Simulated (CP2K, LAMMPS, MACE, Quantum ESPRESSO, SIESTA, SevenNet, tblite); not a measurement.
# Bulk modulus two ways: amorphous 63GeO2-24PbO-13Al2O3 (mol %) (115 atoms), QE, PBE

The cell holds 115 atoms (24 Ge, 9 Pb, 10 Al and 72 O). Recipe: 115 atoms (24 Ge, 9 Sr, 10 Al, 72 O) placed at random at 3.86 g/cm³, melted at 5000 K for 10 ps at fixed volume with the Morse and Coulomb pair potential with partial charges (Pedone, Malavasi, Menziani, Cormack and Segre, J. Phys. Chem. B 110, 11780 (2006)). Quenched from 5000 K to 300 K at 100 K/ps and fixed volume, held 10 ps at zero pressure, then minimised at fixed cell. Then Sr was replaced by Pb and the cell scaled by 1.008 (the potential has no terms for the new elements, so the cell is a start for a DFT relaxation). Then the atoms were relaxed with MACE MP-0b3 medium in the fixed cell.

Calculated with Quantum ESPRESSO 7.5: PBE; plane waves, SSSP efficiency, 60/480 Ry; k-points Γ. The cell is scaled evenly by ±3 % in volume, and MACE MP-0b3 medium relaxes the atoms at each volume before the single point.

| volume (Å³/atom) | energy less the middle row's (meV/atom) | pressure (GPa) |
| --- | --- | --- |
| 15.043 | 1.310 | 1.163 |
| 15.508 | 0.000 | -0.090 |
| 15.974 | 1.756 | -1.291 |

**Question.** Find the bulk modulus at the middle volume from the pressures and from the energies, and check the printed pressure against the slope of the energy (1 meV/Å³ = 0.16022 GPa).

**Working.**

The step is h = 0.4653 Å³. From pressures: B = −V dP/dV = 15.508 × (1.163 − (-1.291)) / (2 × 0.4653) = 40.9 GPa.

From energies: B = V d²E/dV² = 15.508 × (1.310 + (1.756)) / 0.4653² = 219.7 meV/Å³ = 35.2 GPa.

Slope: P = −dE/dV = −(1.756 − (1.310)) / (2 × 0.4653) = -0.479 meV/Å³ = -0.08 GPa, against -0.09 GPa printed.

The modulus from energies lies 14 % under that from pressures.

A central difference over ±3 % overstates P by about B(1 + B′)(0.03)²/6, some 0.03 GPa for B′ = 4. The atoms follow MACE MP-0b3 medium, so this level's forces do work along the path, which enters the energies but not the printed pressures.

Limits: three points, a static cell at zero temperature, the cell shape held.

[Hosts, paths, dates, database ids (printed as entryN), source tags and the programs' standing remarks are cut or masked in the printed files.]
